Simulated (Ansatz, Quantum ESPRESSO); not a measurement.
# Mg chain with one bond drawn out by 2.0 Å: ballistic transmission, part 3 of 4

Wanted: the transmission near the Fermi level and the conductance of this junction: Mg chain with one bond drawn out by 2.0 Å.

Quantum ESPRESSO 7.5; plane-wave DFT, PBE, GBRV ultrasoft pseudopotentials; cross-check by Ansatz 0.2.0 with PAW datasets.

So far. Step 2 (Self-consistent run): The run needed 15 iterations to bring the estimated error under 1e-07 Ry; the largest force on any atom, held or free, is 0.63 eV/Å. Step 3 (The open system): At no point does T exceed the number of channels.

### Step 4. Transmission with pwcond.x, with epsproj = 0.001

Level of this step: transmission by pwcond, lead and junction from one cell; plane-wave DFT, PBE, GBRV ultrasoft pseudopotentials (Quantum ESPRESSO).

How much does a setting matter? One run is repeated with a change.

Contents of cond.w.in:

```
&inputcond
  outdir = './out'
  prefixt = 'scf'
  tran_file = 'cond.w.dat'
  bdl = 0.8000000000
  bds = 4.2666666667
  ikind = 1
  ewind = 4.0
  epsproj = 0.001
  nz1 = 7
  energy0 = 2.0
  denergy = -0.1
/
1
  0.00000000 0.00000000 1.00000000
41
```

Command:

```
> OMP_NUM_THREADS=1 mpirun -n 4 pwcond.x -in cond.w.in > cond.w.out
```

The program printed:

```text
[banner, memory and clock lines left out]
Program PWCOND v.7.5 starts
[citation notice left out]

[...]
./out/scf.save/

     IMPORTANT: XC functional enforced from input :
     Exchange-correlation= PBE
                           (   1   4   3   4   0   0   0)
     Any further DFT definition will be discarded
     Please, verify this is what you really want

     Reading collected, re-writing distributed wavefunctions

===== INPUT FILE containing all the regions =====

     GEOMETRY:

     lattice parameter (alat)  =      14.1729  a.u.
     the volume                =   12147.0021 (a.u.)^3
     the cross section         =     200.8724 (a.u.)^2
     l of the unit cell        =       4.2667 (alat)
     number of atoms/cell      =           10
     number of atomic types    =            1

     crystal axes: (cart. coord. in units of alat)
               a(1) = (  1.0000  0.0000  0.0000 )
               a(2) = (  0.0000  1.0000  0.0000 )
               a(3) = (  0.0000  0.0000  4.2667 )

   Cartesian axes

     site n.     atom                  positions (alat units)
          1        Mg     tau(  1)=(  0.5000  0.5000  4.2667  )
          2        Mg     tau(  2)=(  0.5000  0.5000  0.4000  )
          3        Mg     tau(  3)=(  0.5000  0.5000  0.8000  )
          4        Mg     tau(  4)=(  0.5000  0.5000  1.2000  )
          5        Mg     tau(  5)=(  0.5000  0.5000  1.6000  )
          6        Mg     tau(  6)=(  0.5000  0.5000  2.2667  )
          7        Mg     tau(  7)=(  0.5000  0.5000  2.6667  )
          8        Mg     tau(  8)=(  0.5000  0.5000  3.0667  )
          9        Mg     tau(  9)=(  0.5000  0.5000  3.4667  )
         10        Mg     tau( 10)=(  0.5000  0.5000  3.8667  )

     nr1s                      =           54
     nr2s                      =           54
     nr3s                      =          225
     nr1sx                     =           54
     nr2sx                     =           54
     nr3sx                     =          225
     nr1                       =           60
     nr2                       =           60
     nr3                       =          256
     nr1x                      =           60
     nr2x                      =           60
     nr3x                      =          256

 _______________________________
  Radii of nonlocal spheres:

     type       ibeta     ang. mom.          radius (alat units)
       Mg         1         0                    0.1069
       Mg         2         0                    0.1069
       Mg         3         0                    0.1069
       Mg         4         1                    0.1069
       Mg         5         1                    0.1069
       Mg         6         2                    0.1069
       Mg         7         2                    0.1069
----- General information -----

--- T calc. with identical leads (ikind=1) ---

     nrx                       =           54
     nry                       =           54
     nz1                       =            7

     energy0               =         2.0E+00
     denergy               =        -1.0E-01
     nenergy               =         41
     ecut2d                =         3.4E+01
     ewind                 =         4.0E+00
     epsproj               =         1.0E-03

     number of k_|| points=    1
                       cryst. coord.
        k(    1) = (   0.0000000   0.0000000), wk =   1.0000000
----- Information about left/right lead -----

     nocros                   =           19
     noins                    =           19
     norb                     =           57
     norbf                    =          171
     nrz                      =           42

      iorb      type   ibeta   ang. mom.   m       position (alat)
        1        1       1        0        1   taunew(   1)=(  0.5000  0.5000  0.0000)
        2        1       2        0        1   taunew(   2)=(  0.5000  0.5000  0.0000)
[...]
57        1       7        2        5   taunew(  57)=(  0.5000  0.5000  0.8000)
    k slab    z(k)  z(k+1)     crossing(iorb=1,norb)
    1   0.0000 0.0190 0.0190   111111111111111111100000000000000000000000000000000000000
    2   0.0190 0.0381 0.0190   111111111111111111100000000000000000000000000000000000000
[...]
42   0.7810 0.8000 0.0190   000000000000000000000000000000000000001111111111111111111
----- Information about scattering region -----

     noins                    =          133
     norb                     =          171
     norbf                    =          171
     nrz                      =          183

      iorb      type   ibeta   ang. mom.   m       position (alat)
        1        1       1        0        1   taunew(   1)=(  0.5000  0.5000 -0.0000)
        2        1       2        0        1   taunew(   2)=(  0.5000  0.5000 -0.0000)
[...]
171        1       7        2        5   taunew( 171)=(  0.5000  0.5000  3.4667)
 ngper, shell number =          545          70
 ngper, n2d =          545          93
---  E-Ef =    2.0000000  k =    0.0000000   0.0000000
---  ie =          1  ik =          1
 Nchannels of the left tip =            4
 Right moving states:
   k1(2pi/a)   k2(2pi/a)   E-Ef (eV)
   0.2207943   0.0000173   2.0000000
  -0.3068443  -0.0000000   2.0000000
  -0.3068443  -0.0000000   2.0000000
   0.3570891   0.0000071   2.0000000
 Left moving states:
   k1(2pi/a)   k2(2pi/a)   E-Ef (eV)
  -0.2207943   0.0000173   2.0000000
   0.3068443  -0.0000000   2.0000000
   0.3068443  -0.0000000   2.0000000
  -0.3570891   0.0000071   2.0000000

 to transmit
 Band j to band i transmissions and reflections:
    j         i     |T_ij|^2    |R_ij|^2

    1 -->     1     0.47209     0.38071
    1 -->     2     0.00000     0.00000
    1 -->     3     0.00000     0.00000
    1 -->     4     0.05203     0.09517
   Total T_j, R_j =    0.52411  0.47589

    2 -->     1     0.00000     0.00000
    2 -->     2     0.18489     0.76471
    2 -->     3     0.00000     0.05040
    2 -->     4     0.00000     0.00000
   Total T_j, R_j =    0.18489  0.81511

    3 -->     1     0.00000     0.00000
    3 -->     2     0.00000     0.05040
    3 -->     3     0.18489     0.76471
    3 -->     4     0.00000     0.00000
   Total T_j, R_j =    0.18489  0.81511

    4 -->     1     0.05202     0.09517
    4 -->     2     0.00000     0.00000
    4 -->     3     0.00000     0.00000
    4 -->     4     0.04318     0.80963
   Total T_j, R_j =    0.09520  0.90480

E-Ef(ev), T(x2 spins) =    2.0000000   1.9781714
---  E-Ef =    1.9000000  k =    0.0000000   0.0000000
---  ie =          2  ik =          1
 Nchannels of the left tip =            4
 Right moving states:
   k1(2pi/a)   k2(2pi/a)   E-Ef (eV)
   0.2092286   0.0000175   1.9000000
   0.3205098   0.0000072   1.9000000
  -0.3252924  -0.0000000   1.9000000
  -0.3252924  -0.0000000   1.9000000
 Left moving states:
   k1(2pi/a)   k2(2pi/a)   E-Ef (eV)
  -0.2092286   0.0000175   1.9000000
  -0.3205098   0.0000072   1.9000000
   0.3252924  -0.0000000   1.9000000
   0.3252924  -0.0000000   1.9000000

 to transmit
 Band j to band i transmissions and reflections:
    j         i     |T_ij|^2    |R_ij|^2

    1 -->     1     0.47986     0.41658
    1 -->     2     0.03370     0.06987
    1 -->     3     0.00000     0.00000
    1 -->     4     0.00000     0.00000
   Total T_j, R_j =    0.51356  0.48644

    2 -->     1     0.03509     0.06987
    2 -->     2     0.02354     0.87150
    2 -->     3     0.00000     0.00000
    2 -->     4     0.00000     0.00000
   Total T_j, R_j =    0.05863  0.94137

    3 -->     1     0.00000     0.00000
    3 -->     2     0.00000     0.00000
    3 -->     3     0.16709     0.80441
    3 -->     4     0.00000     0.02850
   Total T_j, R_j =    0.16709  0.83291

    4 -->     1     0.00000     0.00000
    4 -->     2     0.00000     0.00000
    4 -->     3     0.00000     0.02850
    4 -->     4     0.16709     0.80441
   Total T_j, R_j =    0.16709  0.83291

E-Ef(ev), T(x2 spins) =    1.9000000   1.8127372
---  E-Ef =    1.8000000  k =    0.0000000   0.0000000
---  ie =          3  ik =          1
 Nchannels of the left tip =            4
 Right moving states:
   k1(2pi/a)   k2(2pi/a)   E-Ef (eV)
   0.1976495   0.0000176   1.8000000
   0.2794133   0.0000072   1.8000000
  -0.3442459  -0.0000000   1.8000000
  -0.3442459  -0.0000000   1.8000000
 Left moving states:
   k1(2pi/a)   k2(2pi/a)   E-Ef (eV)
  -0.1976495   0.0000176   1.8000000
  -0.2794133   0.0000072   1.8000000
   0.3442459  -0.0000000   1.8000000
   0.3442459  -0.0000000   1.8000000

 to transmit
 Band j to band i transmissions and reflections:
    j         i     |T_ij|^2    |R_ij|^2

    1 -->     1     0.47556     0.45531
    1 -->     2     0.02062     0.04851
    1 -->     3     0.00000     0.00000
    1 -->     4     0.00000     0.00000
   Total T_j, R_j =    0.49618  0.50382

    2 -->     1     0.02227     0.04851
    2 -->     2     0.01125     0.91797
    2 -->     3     0.00000     0.00000
    2 -->     4     0.00000     0.00000
   Total T_j, R_j =    0.03352  0.96648

    3 -->     1     0.00000     0.00000
    3 -->     2     0.00000     0.00000
    3 -->     3     0.14962     0.84242
    3 -->     4     0.00000     0.00796
   Total T_j, R_j =    0.14962  0.85038

    4 -->     1     0.00000     0.00000
    4 -->     2     0.00000     0.00000
    4 -->     3     0.00000     0.00796
    4 -->     4     0.14962     0.84242
   Total T_j, R_j =    0.14962  0.85038

E-Ef(ev), T(x2 spins) =    1.8000000   1.6578800
[... further energies and points left out ...]
---  E-Ef =   -1.8000000  k =    0.0000000   0.0000000
---  ie =         39  ik =          1
 Nchannels of the left tip =            1
 Right moving states:
   k1(2pi/a)   k2(2pi/a)   E-Ef (eV)
  -0.2654384   0.0000238  -1.8000000
 Left moving states:
   k1(2pi/a)   k2(2pi/a)   E-Ef (eV)
   0.2654384   0.0000238  -1.8000000

 to transmit
 Band j to band i transmissions and reflections:
    j         i     |T_ij|^2    |R_ij|^2

    1 -->     1     0.07553     0.92447
   Total T_j, R_j =    0.07553  0.92447

E-Ef(ev), T(x2 spins) =   -1.8000000   0.1510691
---  E-Ef =   -1.9000000  k =    0.0000000   0.0000000
---  ie =         40  ik =          1
 Nchannels of the left tip =            1
 Right moving states:
   k1(2pi/a)   k2(2pi/a)   E-Ef (eV)
  -0.2826612   0.0000239  -1.9000000
 Left moving states:
   k1(2pi/a)   k2(2pi/a)   E-Ef (eV)
   0.2826612   0.0000239  -1.9000000

 to transmit
 Band j to band i transmissions and reflections:
    j         i     |T_ij|^2    |R_ij|^2

    1 -->     1     0.06896     0.93104
   Total T_j, R_j =    0.06896  0.93104

E-Ef(ev), T(x2 spins) =   -1.9000000   0.1379117
---  E-Ef =   -2.0000000  k =    0.0000000   0.0000000
---  ie =         41  ik =          1
 Nchannels of the left tip =            1
 Right moving states:
   k1(2pi/a)   k2(2pi/a)   E-Ef (eV)
  -0.3002475   0.0000241  -2.0000000
 Left moving states:
   k1(2pi/a)   k2(2pi/a)   E-Ef (eV)
   0.3002475   0.0000241  -2.0000000

 to transmit
 Band j to band i transmissions and reflections:
    j         i     |T_ij|^2    |R_ij|^2

    1 -->     1     0.06250     0.93750
   Total T_j, R_j =    0.06250  0.93750

E-Ef(ev), T(x2 spins) =   -2.0000000   0.1250095
   T_tot     2.00000      0.19782E+01
   T_tot     1.90000      0.18127E+01
   T_tot     1.80000      0.16579E+01
   T_tot     1.70000      0.15180E+01
   T_tot     1.60000      0.13921E+01
   T_tot     1.50000      0.12746E+01
   T_tot     1.40000      0.11565E+01
   T_tot     1.30000      0.10490E+01
   T_tot     1.20000      0.94117E+00
   T_tot     1.10000      0.78744E+00
   T_tot     1.00000      0.76139E+00
   T_tot     0.90000      0.65661E+00
   T_tot     0.80000      0.55702E+00
   T_tot     0.70000      0.45058E+00
   T_tot     0.60000      0.32014E+00
   T_tot     0.50000      0.12841E+00
   T_tot     0.40000      0.12189E-01
   T_tot     0.30000      0.62221E-02
   T_tot     0.20000      0.28426E-02
   T_tot     0.10000      0.13898E-03
   T_tot    -0.00000      0.00000E+00
   T_tot    -0.10000      0.00000E+00
   T_tot    -0.20000      0.00000E+00
   T_tot    -0.30000      0.21723E-01
   T_tot    -0.40000      0.23535E+00
   T_tot    -0.50000      0.29856E+00
   T_tot    -0.60000      0.31609E+00
   T_tot    -0.70000      0.31502E+00
   T_tot    -0.80000      0.30517E+00
   T_tot    -0.90000      0.29094E+00
   T_tot    -1.00000      0.27459E+00
   T_tot    -1.10000      0.25743E+00
   T_tot    -1.20000      0.24028E+00
   T_tot    -1.30000      0.22363E+00
   T_tot    -1.40000      0.20772E+00
   T_tot    -1.50000      0.19263E+00
   T_tot    -1.60000      0.17827E+00
   T_tot    -1.70000      0.16448E+00
   T_tot    -1.80000      0.15107E+00
   T_tot    -1.90000      0.13791E+00
   T_tot    -2.00000      0.12501E+00

[...]
```

Wall time 63 s (4 MPI ranks of Arm Neoverse V2, shared host); peak memory 0.43 GiB; 4.2 min of CPU time.

The changed values were drawn from a wide range, not chosen for quality; the comparison shows what they did here together.

Beside the run it was changed from:

| quantity | this run | unchanged run | difference |
| --- | --- | --- | --- |
| transmission at the Fermi level, one spin | 0 | 0 | 0 |
| lead channels at the Fermi level, one spin | 0 | 0 | 0 |
| wall time (s) | 63 | 150 |  |

Over all energies T moves by up to 0.016, at 0.5 eV.

(Continued in part 4 of 4.)

[Logs are printed without paths, hosts, clocks, repeated set-up lines and the standing remarks that a program may print on its own settings, such as how far it seeks lower states.]

[Hosts, paths, dates, database ids (printed as entryN), source tags and the programs' standing remarks are cut or masked in the printed files.]

[Maps of the electrostatic potential energy from Ansatz leave out the sawtooth potential of an applied field or a dipole correction, so their vacuum need not be flat; planar profiles and work functions include it.]
